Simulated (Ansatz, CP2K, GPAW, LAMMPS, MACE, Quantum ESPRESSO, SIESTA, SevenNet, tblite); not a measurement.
# From one method to another: forces in liquid Ge at 2600 K (66 atoms)

66 atoms (66 Ge) placed at random at 5.27 g/cm³, melted at 3500 K for 10 ps at fixed volume with the Tersoff potential (Tersoff, Phys. Rev. B 39, 5566 (1989)). Snapshot at the end of a hold of 5 ps at 2600 K and fixed volume.

Two calculations on one geometry. First: Kohn-Sham DFT, PBE, PAW, plane waves (Ansatz 0.2.0; cutoff 420 eV, Γ point, fermi-dirac smearing of 0.05 eV; PAW set soft_2). Second: Kohn-Sham DFT, PBE, PAW, atomic orbitals (dzp); LCAO dzp; h 0.2 Å; levels smeared at 580 K (GPAW 26.7.0; Γ point).

Cell vectors (Å):

```
11.473 0.000 0.000
0.000 11.473 0.000
0.000 0.000 11.473
```

Atom, position (Å) and force of the first calculation (eV/Å):

```
1 Ge 0.443 8.534 11.406 0.805 1.324 1.974
2 Ge 3.054 0.630 5.062 0.528 0.090 0.311
3 Ge 1.348 6.847 1.330 0.500 -0.314 1.348
4 Ge 7.210 7.371 5.584 0.644 0.747 -0.161
5 Ge 0.168 4.649 1.507 -0.587 1.060 -0.705
6 Ge 8.570 2.108 0.978 -0.121 0.125 0.200
7 Ge 5.989 5.292 1.076 -0.418 0.424 0.748
8 Ge 3.579 4.120 4.014 -0.481 0.890 -0.254
9 Ge 5.187 6.506 7.597 -1.472 0.370 0.152
10 Ge 1.178 3.603 4.788 0.329 -0.530 0.344
11 Ge 1.732 5.695 6.118 -0.141 -0.123 0.348
12 Ge 5.205 9.807 7.477 -0.298 -0.356 -0.188
13 Ge 6.581 9.740 5.357 -0.096 0.140 -0.284
14 Ge 4.534 2.083 3.181 -1.435 -1.075 -1.147
15 Ge 10.070 11.261 4.049 -0.338 0.196 0.644
16 Ge 0.388 10.712 1.415 -1.223 -0.245 -0.928
17 Ge 6.337 1.768 7.521 0.980 -0.369 -0.145
18 Ge 4.134 7.987 3.942 0.159 0.221 -0.088
19 Ge 10.370 7.649 10.020 -1.541 -0.667 -0.884
20 Ge 5.834 11.209 9.450 -0.709 1.654 0.347
21 Ge 7.127 5.328 8.129 0.437 1.796 3.159
22 Ge 3.967 2.064 7.157 -0.442 0.766 -0.112
23 Ge 4.220 4.308 8.773 0.517 -0.618 -0.061
24 Ge 6.924 4.518 4.570 0.850 -0.819 -0.508
25 Ge 1.903 9.097 9.676 1.859 1.347 -0.614
26 Ge 4.330 8.168 9.338 0.104 0.011 -0.330
27 Ge 9.747 3.045 8.511 -0.019 -0.750 -1.301
28 Ge 6.905 7.667 1.287 -0.836 0.628 -0.507
29 Ge 6.306 3.908 10.576 -1.290 0.597 -1.159
30 Ge 7.759 0.496 5.652 0.486 -0.400 0.525
31 Ge 9.833 9.583 2.336 0.444 -1.306 -0.600
32 Ge 1.104 8.910 7.378 1.094 1.439 -0.617
33 Ge 9.339 11.062 7.640 0.295 -0.235 -0.231
34 Ge 1.976 3.803 9.715 -0.754 0.564 -1.057
35 Ge 3.612 6.056 1.990 0.273 -0.512 0.858
36 Ge 8.489 9.055 9.046 0.436 -0.354 -0.493
37 Ge 10.528 3.969 3.614 0.280 1.615 -0.218
38 Ge 9.182 7.060 1.700 -0.261 1.895 2.604
39 Ge 1.934 1.562 8.672 -0.590 1.034 -0.367
40 Ge 1.691 8.450 3.503 -0.687 -0.608 -0.694
41 Ge 3.613 1.950 0.501 -0.411 -0.238 1.202
42 Ge 9.618 5.790 11.411 1.284 -1.783 -1.481
43 Ge 0.050 4.465 7.946 2.042 0.975 -0.158
44 Ge 3.107 0.167 10.119 1.347 -2.182 0.818
45 Ge 7.982 3.874 6.767 0.809 -2.636 -2.019
46 Ge 10.791 0.970 9.184 0.332 -0.400 0.743
47 Ge 1.272 2.818 0.310 -0.254 0.063 0.644
48 Ge 3.821 10.956 1.599 0.859 0.024 -0.356
49 Ge 6.734 2.091 3.900 1.251 0.044 0.693
50 Ge 11.404 7.024 4.734 0.920 0.015 0.455
51 Ge 8.699 3.759 10.407 -0.586 0.621 1.726
52 Ge 5.869 9.635 2.699 -0.178 -0.033 -0.001
53 Ge 5.950 1.597 11.395 0.419 -0.733 -0.740
54 Ge 11.146 7.068 7.667 0.501 -1.730 -0.040
55 Ge 6.466 9.029 10.501 0.288 -0.650 0.847
56 Ge 10.772 1.231 0.290 0.551 -0.509 -0.960
57 Ge 0.220 10.876 5.999 -1.312 -1.464 0.073
58 Ge 9.153 6.252 4.108 -0.736 -0.715 -0.765
59 Ge 5.110 6.022 5.152 -1.089 0.216 0.000
60 Ge 3.244 9.473 5.989 0.049 0.189 -0.259
61 Ge 9.886 2.346 5.758 0.289 -0.091 1.536
62 Ge 0.988 1.531 6.401 0.309 1.666 -0.843
63 Ge 8.849 7.050 7.375 -1.575 0.670 0.452
64 Ge 7.998 10.974 1.657 -1.044 0.246 -0.244
65 Ge 9.198 2.060 3.468 -1.011 -0.813 -1.834
66 Ge 1.979 10.986 3.137 -0.333 -0.403 0.607
```

**Question.** What forces does the second calculation give?

Atom and force (eV/Å):

```
1 0.821 1.453 2.149
2 0.642 0.121 0.311
3 0.503 -0.317 1.400
4 0.700 0.832 -0.213
5 -0.640 1.067 -0.715
6 -0.217 0.228 0.190
7 -0.405 0.390 0.908
8 -0.503 0.993 -0.247
9 -1.640 0.439 0.176
10 0.366 -0.618 0.348
11 0.067 -0.082 0.413
12 -0.271 -0.370 -0.189
13 -0.051 0.194 -0.347
14 -1.571 -1.173 -1.287
15 -0.320 0.154 0.704
16 -1.255 -0.213 -1.116
17 1.134 -0.386 -0.090
18 0.222 0.250 -0.088
19 -1.659 -0.689 -0.990
20 -0.674 1.819 0.399
21 0.436 1.920 3.485
22 -0.457 0.850 -0.189
23 0.555 -0.597 -0.117
24 0.911 -0.857 -0.642
25 2.023 1.463 -0.607
26 0.057 -0.062 -0.263
27 -0.097 -0.872 -1.431
28 -0.968 0.683 -0.512
29 -1.456 0.632 -1.315
30 0.454 -0.453 0.575
31 0.497 -1.590 -0.597
32 1.183 1.544 -0.699
33 0.253 -0.264 -0.265
34 -0.822 0.740 -1.089
35 0.310 -0.561 0.831
36 0.451 -0.287 -0.521
37 0.274 1.812 -0.275
38 -0.186 2.052 2.859
39 -0.679 1.042 -0.394
40 -0.774 -0.626 -0.722
41 -0.467 -0.132 1.302
42 1.354 -1.961 -1.682
43 2.203 1.016 -0.184
44 1.436 -2.447 0.895
45 0.891 -2.886 -2.223
46 0.383 -0.537 0.820
47 -0.287 0.009 0.746
48 0.949 -0.038 -0.472
49 1.293 0.024 0.707
50 0.922 0.111 0.462
51 -0.573 0.652 1.853
52 -0.201 0.006 0.030
53 0.556 -0.886 -0.748
54 0.604 -1.866 -0.014
55 0.290 -0.715 1.026
56 0.563 -0.566 -0.977
57 -1.398 -1.679 0.075
58 -0.846 -0.771 -0.758
59 -1.279 0.184 0.012
60 0.013 0.215 -0.271
61 0.373 -0.081 1.771
62 0.305 1.874 -0.840
63 -1.661 0.711 0.437
64 -1.211 0.301 -0.356
65 -1.075 -0.838 -2.098
66 -0.412 -0.362 0.750
```

The two sets differ by 99.8 meV/Å r.m.s., 11 % of the r.m.s. force of the Ansatz run. The network of bonds at the start is that of the classical potential that made the cell, and needn't be the one that DFT or experiment would give. The electronic-structure runs sample only Γ, in a cell whose shortest periodic width is 11 Å, which is coarse for a cell with partly filled levels.

[Logs are printed without paths, hosts, clocks, repeated set-up lines and the standing remarks that a program may print on its own settings, such as how far it seeks lower states.]

[Hosts, paths, dates, database ids (printed as entryN), source tags and the programs' standing remarks are cut or masked in the printed files.]
